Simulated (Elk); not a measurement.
## Optical response of Sb

Aim: the dielectric function of Sb, and the optical constants that follow from it.

Main program and level: Elk 11.2.3 (patched build); DFT, LDA, all-electron APW+lo, Dirac cores, scalar-relativistic bands, independent-particle optical response without local fields.

## Step 1: The system as given

The structure is trigonal, space group R-3m (No. 166). Conventional cell: a = 4.308 Å, b = 4.308 Å, c = 11.274 Å, α = 90.00°, β = 90.00°, γ = 120.00°. Nearest to Sb lie 3 Sb at 2.91 Å.

## Step 2: Ground state

The self-consistent density comes first; it also tells whether there is a gap, which decides the occupations and the need for a Drude term.

This step: DFT, LDA, all-electron APW+lo, Dirac cores, scalar-relativistic bands, ground state (Elk 11.2.3 (patched build)).

File elk.in:

```
tasks
  0
  120

xctype
  3

nempty
  12

lorbcnd
  .true.

rgkmax
  7.0

swidth
  0.0018375

maxscl
  100

epsengy
  1e-05

sppath
  './'

avec
  4.070848017688 2.350305198842 7.101590776344
  -4.070848017688 2.350305198842 7.101590776344
  0.000000000000 -4.700610397684 7.101590776344

atoms
  1
  'Sb.in'
  2
  0.766510000000 0.766510000000 0.766510000000   0.000 0.000 0.000
  0.233490000000 0.233490000000 0.233490000000   0.000 0.000 0.000

ngridk
  9 9 9
```

The run is started by

```console
$ OMP_NUM_THREADS=4 elk
```

What it wrote:

```text
┌─────────────────────────┐
│ Elk code version 11.2.3 │
└─────────────────────────┘

All units are atomic (Hartree, Bohr, etc.)

┌─────────────────────────────────────────────────┐
│ Ground-state run starting from atomic densities │
└─────────────────────────────────────────────────┘

Lattice vectors :
   4.070848018       2.350305199       7.101590776
  -4.070848018       2.350305199       7.101590776
   0.000000000      -4.700610398       7.101590776

Reciprocal lattice vectors :
  0.7717292908      0.4455581138      0.2949191482
 -0.7717292908      0.4455581138      0.2949191482
  0.8872608690E-17 -0.8911162276      0.2949191482

Unit cell volume      :    407.6768428
Brillouin zone volume :   0.6084481319

Muffin-tin inner radius fraction :   0.1000000000E-01

Nuclei treated as point charges

Species : 1 (Sb)
 parameters loaded from : Sb.in
 name : antimony
 nuclear charge    :   -51.00000000
 electronic charge :    51.00000000
 atomic mass :    221954.9021
 muffin-tin radius :    2.600000000
 number of radial points in muffin-tin :    597
 inner part over the whole radius :   0.9753916495E-02
 number on inner part of muffin-tin    :    425
 approximate nuclear radius :   0.8886795689E-04
 number of mesh points to nuclear radius :    215
 atomic positions (lattice), magnetic fields (Cartesian) :
  1 :   0.26651000  0.26651000  0.26651000    0.00000000  0.00000000  0.00000000
  2 :  -0.26651000 -0.26651000 -0.26651000    0.00000000  0.00000000  0.00000000

Total number of atoms per unit cell :    2
Total muffin-tin volume :    147.2443533
 ratio of muffin-tin to unit cell volume :   0.3611790953

Spin treatment :
 spin-unpolarised

Number of Bravais lattice symmetries :   12
Number of crystal symmetries         :   12
Crystal has inversion symmetry
Real symmetric eigensolver will be used

k-point grid :      9     9     9
k-point offset :    0.000000000       0.000000000       0.000000000
k-point set is reduced with full crystal symmetry group
Total number of k-points :       85

Muffin-tin radius times maximum |G+k| :    7.000000000
 using average radius
Maximum |G+k| for APW functions       :    2.692307692
Maximum (1/2)|G+k|²                   :    3.624260355
Maximum |G| for potential and density :    12.00000000
Constant for pseudocharge density :    8
 order of it for each species :   15
 order of it for pair densities of each species (exact exchange by exxq0 0: 15) :   10
Radial integration step length :    1

G-vector grid sizes :     35    35    35
Number of G-vectors :    11919

Maximum angular momentum used for
 APW functions            :    8
 outer part of muffin-tin :    6
 inner part of muffin-tin :    2

Total nuclear charge    :   -102.0000000
Total core charge       :    72.00000000
Total valence charge    :    30.00000000
Total excess charge     :    0.000000000
Total electronic charge :    102.0000000

Effective Wigner radius, rₛ :   0.9844849634

Number of empty states         :     24
Total number of valence states :     40
Total number of core states    :     72

Conduction state local-orbitals added automatically
Third-order local-orbitals added for an l without core states : F
Total number of local-orbitals :    128

Exchange-correlation functional :      3     0     0
 Perdew-Wang/Ceperley-Alder, Phys. Rev. B 45, 13244 (1992)
 gradient requirement :    0
 local density approximation (LDA)

Smearing type :    3
 Fermi-Dirac
Smearing width :   0.1837500000E-02
Effective electronic temperature (K) :    580.2366081

Mixing type :    3
 Broyden mixing, J. Phys. A: Math. Gen. 17, L317 (1984)

Kohn-Sham potential initialised from atomic data

┌──────────────────────────────┐
│ Self-consistent loop started │
└──────────────────────────────┘

┌─────────────────┐
│ Loop number : 1 │
└─────────────────┘

Energies :
 Fermi                       :     0.115862
 sum of occupied eigenvalues :     -7857.0956587288
 electron kinetic            :      13666.459072699
 core electron kinetic       :      13371.159187603
 Coulomb                     :     -26292.909459420
 Coulomb potential           :     -21076.779340697
 nuclear-nuclear             :     -1246.7978477611
 electron-nuclear            :     -29038.688462648
 Hartree                     :      3992.5768509894
 Madelung                    :     -15754.519789072
 xc potential                :     -446.77539073049
 exchange                    :     -320.60015939623
 correlation                 :     -9.785470
 electron entropic           :    -0.525066E-04
 total energy                :     -12956.836068605

Density of states at Fermi energy :    4.596027131
 (states/Hartree/unit cell)

Estimated indirect band gap :   0.4100415067E-02
 from k-point 59 to k-point 5
Estimated direct band gap   :   0.1838395971E-01
 at k-point 5

Charges :
 core                        :    72.00000000
 valence                     :    30.00000000
 interstitial                :    4.013610934
 muffin-tins (core leakage)
  species : 1 (Sb)
   atom 1                    :    48.99319453     (  0.8196428117E-03)
   atom 2                    :    48.99319453     (  0.8196428117E-03)
 total in muffin-tins        :    97.98638907
 total calculated charge     :    101.9979926
 total charge                :    102.0000000
 error                       :   0.2007379905E-02

┌─────────────────┐
│ Loop number : 2 │
└─────────────────┘

Energies :
 Fermi                       :     0.116830
 sum of occupied eigenvalues :     -7857.0155165164
 electron kinetic            :      13665.451306758
 core electron kinetic       :      13370.427264604
 Coulomb                     :     -26292.928498759
 Coulomb potential           :     -21076.777661878
 nuclear-nuclear             :     -1246.7978477611
 electron-nuclear            :     -29038.728151785
 Hartree                     :      3992.5975007871
 Madelung                    :     -15754.539667820
 xc potential                :     -445.68916139710
 exchange                    :     -320.60095808140
 correlation                 :     -9.785486
 electron entropic           :    -0.525215E-04
 total energy                :     -12957.863688591

Density of states at Fermi energy :    4.597311821
 (states/Hartree/unit cell)

Estimated indirect band gap :   0.4097514780E-02
 from k-point 59 to k-point 5
Estimated direct band gap   :   0.1838505993E-01
 at k-point 5

Charges :
 core                        :    72.00000000
 valence                     :    30.00000000
 interstitial                :    4.013562767
 muffin-tins (core leakage)
  species : 1 (Sb)
   atom 1                    :    48.99321862     (  0.8193648984E-03)
   atom 2                    :    48.99321862     (  0.8193648984E-03)
 total in muffin-tins        :    97.98643723
 total calculated charge     :    101.9979934
 total charge                :    102.0000000
 error                       :   0.2006570689E-02

RMS change in Kohn-Sham potential (target) :   0.6213595132E-01 (  0.1000000000E-05)
Absolute change in total energy (target)   :    1.027619986     (  0.1000000000E-04)

[... 12 loops left out ...]

┌──────────────────┐
│ Loop number : 15 │
└──────────────────┘

Energies :
 Fermi                       :     0.226162
 sum of occupied eigenvalues :     -7846.9268833179
 electron kinetic            :      13667.980192168
 core electron kinetic       :      13371.710187343
 Coulomb                     :     -26293.897691133
 Coulomb potential           :     -21076.689374172
 nuclear-nuclear             :     -1246.7978477611
 electron-nuclear            :     -29040.766139793
 Hartree                     :      3993.6662964207
 Madelung                    :     -15755.553004047
 xc potential                :     -438.21770131376
 exchange                    :     -320.64248226701
 correlation                 :     -9.786320
 electron entropic           :    -0.541249E-04
 total energy                :     -12956.346355342

Density of states at Fermi energy :    4.733383054
 (states/Hartree/unit cell)

Estimated indirect band gap :   0.3914133460E-02
 from k-point 59 to k-point 5
Estimated direct band gap   :   0.1837015341E-01
 at k-point 5

Charges :
 core                        :    72.00000000
 valence                     :    30.00000000
 interstitial                :    4.015175647
 muffin-tins (core leakage)
  species : 1 (Sb)
   atom 1                    :    48.99241218     (  0.7966339417E-03)
   atom 2                    :    48.99241218     (  0.7966339417E-03)
 total in muffin-tins        :    97.98482435
 total calculated charge     :    101.9980630
 total charge                :    102.0000000
 error                       :   0.1937011588E-02

RMS change in Kohn-Sham potential (target) :   0.4224707663E-08 (  0.1000000000E-05)
Absolute change in total energy (target)   :   0.8918419553E-05 (  0.1000000000E-04)

Convergence targets achieved

┌──────────────────┐
│ Loop number : 16 │
└──────────────────┘

Energies :
 Fermi                       :     0.226162
 sum of occupied eigenvalues :     -7846.9268833171
 electron kinetic            :      13667.980192173
 core electron kinetic       :      13371.710187349
 Coulomb                     :     -26293.897691126
 Coulomb potential           :     -21076.689374176
 nuclear-nuclear             :     -1246.7978477611
 electron-nuclear            :     -29040.766139778
 Hartree                     :      3993.6662964128
 Madelung                    :     -15755.553004038
 xc potential                :     -438.21770131395
 exchange                    :     -320.64248226691
 correlation                 :     -9.786320
 electron entropic           :    -0.541249E-04
 total energy                :     -12956.346355330

Density of states at Fermi energy :    4.733383118
 (states/Hartree/unit cell)

Estimated indirect band gap :   0.3914133381E-02
 from k-point 59 to k-point 5
Estimated direct band gap   :   0.1837015338E-01
 at k-point 5

Charges :
 core                        :    72.00000000
 valence                     :    30.00000000
 interstitial                :    4.015175649
 muffin-tins (core leakage)
  species : 1 (Sb)
   atom 1                    :    48.99241218     (  0.7966339429E-03)
   atom 2                    :    48.99241218     (  0.7966339429E-03)
 total in muffin-tins        :    97.98482435
 total calculated charge     :    101.9980630
 total charge                :    102.0000000
 error                       :   0.1937011587E-02

┌──────────────────────────────┐
│ Self-consistent loop stopped │
└──────────────────────────────┘

Warning : core states of species 1 leak from the muffin-tin :   0.7966339429E-03

Wrote STATE.OUT
```

Wall time 12 s (4 threads of Arm Neoverse V2, shared host); peak memory 0.1 GiB; 40 s of CPU time.

Read from the output:

```
total energy           : -12956 Ha
Fermi energy           : 6.154 eV
DOS at the Fermi level : 0.1739 states/eV/cell
```

There are states at the Fermi level within the smearing, so the occupations stay smeared and the carriers get a Drude term.

## Step 3: Independent particles

The spectrum is a sum over vertical transitions between filled and empty bands at the fixed density, so many empty bands are needed.

This step: DFT, LDA, all-electron APW+lo, Dirac cores, scalar-relativistic bands, independent-particle optical response without local fields (Elk 11.2.3 (patched build)).

Changes to elk.in since step 2:

```diff
@@ -1,4 +1,10 @@
 tasks
-  0
-  120
+  121
+
+optcomp
+  1 1
+  3 3
+
+intraband
+  .true.
 
@@ -17,9 +23,7 @@
 swidth
-  0.0018375
+  0.0055124
 
-maxscl
-  100
-
-epsengy
-  1e-05
+wplot
+  400 100 0
+  0.0 0.58799
```

The run is started by

```console
$ OMP_NUM_THREADS=4 elk
```

What it wrote:

```text
┌─────────────────────────────────┐
│ Elk code version 11.2.3 started │
└─────────────────────────────────┘

┌────────────────────┐
│ Current task : 121 │
└────────────────────┘

Info(findsymcrys): atomic basis shift (lattice) :
  0.5000000000      0.5000000000      0.5000000000
See GEOMETRY.OUT for new atomic positions

Info(dielectric):
 dielectric tensor written to EPSILON_ij.OUT
 optical conductivity written to SIGMA_ij.OUT
 plasma frequency written to PLASMA_ij.OUT
 for components
  i = 1, j = 1
  i = 3, j = 3

┌──────────────────┐
│ Elk code stopped │
└──────────────────┘
```

The job ended after 1.8 s (4 threads; peak memory 0.04 GiB; 7 s of CPU time).

This step gave:

| Item | Value |
| --- | --- |
| Drude plasma energy, first axis | 2.759 eV |

The Im ε has structure finer than the step of the table below, so its rows give means over 0.5 eV. Peaks (eV: height): E ∥ x 0.84: 112; E ∥ z 0.84: 46.9, 1.60: 62.8.

Sum at mesh points, not converged in k. Table of Im ε by photon energy; means over each step:

| photon energy (eV) | E ∥ x | E ∥ z |
| --- | --- | --- |
| 1.0 | 85.5 | 43.8 |
| 1.5 | 55.0 | 56.3 |
| 2.0 | 35.4 | 51.7 |
| 2.5 | 14.5 | 26.1 |
| 3.0 | 8.17 | 11.3 |
| 3.5 | 7.20 | 7.44 |
| 4.0 | 4.80 | 4.43 |
| 4.5 | 4.96 | 5.01 |
| 5.0 | 6.48 | 5.98 |
| 5.5 | 5.84 | 5.22 |
| 6.0 | 3.23 | 3.50 |
| 6.5 | 3.41 | 4.50 |
| 7.0 | 3.58 | 3.88 |
| 7.5 | 2.78 | 2.93 |
| 8.0 | 1.79 | 2.21 |
| 8.5 | 1.62 | 1.77 |
| 9.0 | 1.37 | 1.40 |
| 9.5 | 0.991 | 1.13 |
| 10.0 | 1.01 | 1.06 |
| 10.5 | 0.671 | 0.809 |
| 11.0 | 0.740 | 0.864 |
| 11.5 | 0.667 | 0.717 |
| 12.0 | 0.532 | 0.597 |
| 12.5 | 0.537 | 0.603 |
| 13.0 | 0.421 | 0.472 |
| 13.5 | 0.370 | 0.409 |
| 14.0 | 0.363 | 0.360 |
| 14.5 | 0.316 | 0.361 |
| 15.0 | 0.305 | 0.312 |
| 15.5 | 0.249 | 0.227 |

Values under 1 per cm are given as 1; sum at mesh points, not converged in k. The absorption coefficient by photon energy:

| photon energy (eV) | E ∥ x (1/cm) | E ∥ z (1/cm) |
| --- | --- | --- |
| 1.00 | 5.9e5 | 2.9e5 |
| 2.00 | 1.2e6 | 1.2e6 |
| 3.00 | 1.0e6 | 1.3e6 |
| 4.00 | 1.0e6 | 1.1e6 |
| 5.00 | 1.1e6 | 1.1e6 |
| 6.00 | 1.2e6 | 1.1e6 |
| 7.00 | 1.3e6 | 1.4e6 |
| 8.00 | 1.4e6 | 1.5e6 |
| 9.00 | 1.3e6 | 1.4e6 |
| 10.00 | 1.2e6 | 1.3e6 |
| 11.00 | 1.1e6 | 1.2e6 |
| 12.00 | 1.0e6 | 1.1e6 |
| 13.00 | 9.4e5 | 1.0e6 |
| 14.00 | 8.0e5 | 8.9e5 |
| 15.00 | 7.0e5 | 8.3e5 |

The reflectivity at normal incidence has structure finer than the step of the table below, so its rows give means over 0.5 eV. Peaks (eV: height): E ∥ x 2.24: 77.8, 5.76: 61.9, 7.96: 62.2, 9.36: 60.2, 10.44: 60.6, 13.20: 47.5; E ∥ z 2.88: 78.9, 5.76: 59.9, 8.84: 59.6, 10.44: 59.7, 11.76: 53.3, 13.24: 50.3, 15.16: 42.9.

Sum at mesh points, not converged in k. The reflectivity at normal incidence by photon energy; means over each step:

| photon energy (eV) | E ∥ x (%) | E ∥ z (%) |
| --- | --- | --- |
| 1.0 | 72.1 | 61.6 |
| 1.5 | 70.7 | 65.8 |
| 2.0 | 76.1 | 72.0 |
| 2.5 | 76.5 | 75.8 |
| 3.0 | 71.3 | 77.6 |
| 3.5 | 63.8 | 72.4 |
| 4.0 | 61.0 | 68.0 |
| 4.5 | 45.0 | 51.2 |
| 5.0 | 42.6 | 47.0 |
| 5.5 | 56.0 | 54.7 |
| 6.0 | 55.9 | 49.5 |
| 6.5 | 45.7 | 45.2 |
| 7.0 | 47.5 | 51.1 |
| 7.5 | 55.2 | 56.3 |
| 8.0 | 59.5 | 57.8 |
| 8.5 | 53.8 | 57.1 |
| 9.0 | 55.8 | 58.7 |
| 9.5 | 56.8 | 57.2 |
| 10.0 | 52.5 | 54.8 |
| 10.5 | 57.3 | 55.7 |
| 11.0 | 47.1 | 49.7 |
| 11.5 | 47.4 | 51.0 |
| 12.0 | 47.9 | 49.7 |
| 12.5 | 43.2 | 47.0 |
| 13.0 | 46.3 | 49.2 |
| 13.5 | 39.7 | 46.5 |
| 14.0 | 37.1 | 43.9 |
| 14.5 | 33.6 | 38.6 |
| 15.0 | 30.6 | 40.7 |
| 15.5 | 29.3 | 40.6 |

Sum at mesh points, not converged in k. Loss function −Im 1/ε at q → 0 against energy loss; read off at these points:

| energy loss (eV) | E ∥ x | E ∥ z |
| --- | --- | --- |
| 0.5 | 0.00626 | 0.0303 |
| 1.0 | 0.0130 | 0.0158 |
| 1.5 | 0.0185 | 0.0149 |
| 2.0 | 0.0178 | 0.0178 |
| 2.5 | 0.0274 | 0.0219 |
| 3.0 | 0.0455 | 0.0275 |
| 3.5 | 0.0728 | 0.0505 |
| 4.0 | 0.0939 | 0.0727 |
| 4.5 | 0.168 | 0.144 |
| 5.0 | 0.140 | 0.139 |
| 5.5 | 0.106 | 0.128 |
| 6.0 | 0.151 | 0.188 |
| 6.5 | 0.208 | 0.169 |
| 7.0 | 0.186 | 0.161 |
| 7.5 | 0.163 | 0.149 |
| 8.0 | 0.170 | 0.172 |
| 8.5 | 0.260 | 0.215 |
| 9.0 | 0.265 | 0.222 |
| 9.5 | 0.303 | 0.266 |
| 10.0 | 0.374 | 0.304 |
| 10.5 | 0.388 | 0.352 |
| 11.0 | 0.609 | 0.453 |
| 11.5 | 0.689 | 0.549 |
| 12.0 | 0.802 | 0.668 |
| 12.5 | 0.966 | 0.719 |
| 13.0 | 1.17 | 0.917 |
| 13.5 | 1.95 | 1.24 |
| 14.0 | 2.03 | 1.57 |
| 14.5 | 2.79 | 2.03 |
| 15.0 | 2.88 | 2.17 |
| 15.5 | 3.89 | 3.42 |

At chosen wavelengths:

| wavelength (nm) | n x | k x | R (%) x | 1/α x | n z | k z | R (%) z | 1/α z |
| --- | --- | --- | --- | --- | --- | --- | --- | --- |
| 1550 | 9.52 | 5.778 | 73.6 | 21 nm | 6.92 | 3.329 | 62.5 | 37 nm |
| 1064 | 6.38 | 5.794 | 71.0 | 15 nm | 7.04 | 3.592 | 63.7 | 24 nm |
| 800 | 4.84 | 5.510 | 70.0 | 12 nm | 6.50 | 4.644 | 66.6 | 14 nm |
| 633 | 3.18 | 6.066 | 76.6 | 8.3 nm | 4.72 | 5.780 | 71.4 | 8.7 nm |
| 405 | 1.12 | 3.268 | 70.4 | 9.9 nm | 1.17 | 4.059 | 77.9 | 7.9 nm |
| 365 | 1.24 | 2.998 | 64.7 | 9.7 nm | 1.13 | 3.401 | 72.0 | 8.5 nm |
| 308 | 0.92 | 2.431 | 61.7 | 10 nm | 0.82 | 2.621 | 67.8 | 9.4 nm |

A polished face would reflect 76 % of daylight and look light grey (CIE x = 0.311, y = 0.329 under D65).

## Step 4: Summary of results

* Drude plasma energy, first axis: 2.76 eV

What this shows: At this level (LDA, independent particles) Sb is a semimetal or has a tiny gap, with few carriers whose number hangs on mesh and smearing, and a Drude plasma energy of 2.8 eV along x and 3.6 eV along z. The mesh is too coarse to trust the carriers' weight, the reflectivity or the colour to better than tens of per cent. Along x the bare Drude plasma energy is 2.8 eV; Re ε first rises through zero at 0.27 eV, far lower, because interband transitions screen the carriers. Im ε is 56 there, so the loss peak at that energy is weak. A polished face would reflect 76 % of daylight and look light grey (CIE x = 0.311, y = 0.329 under D65). The carriers' damping of 0.15 eV is typed, not computed; at 0.8 eV the carriers give 2 % of Im ε, the rest is interband. Spin-orbit coupling is left out although heavy atoms are present. The sum runs over mesh points 0.20 Å⁻¹ apart with no interpolation, so peaks are partly noise of the mesh, and the Drude plasma energy, a sum over the Fermi surface, isn't converged.

[Long decimals in the printed logs are rounded to 6 places.]

[Machine, clock and banner lines and Python warnings are left out of the logs.]

[Logs are printed without paths, hosts, clocks, repeated set-up lines and the standing remarks that a program may print on its own settings, such as how far it seeks lower states.]

[Hosts, paths, dates, database ids (printed as entryN), source tags and the programs' standing remarks are cut or masked in the printed files.]

[Where Elk ran, warnings of its patched build on accuracy (core leakage, angular cutoffs, spin-orbit splittings, empty states, lower magnetic states) are left out.]

[Where the starting crystal was built by hand or by swapping elements, it need not be the compound's stable phase.]

[The count of steps not shown may lack steps that the program refused or didn't finish.]
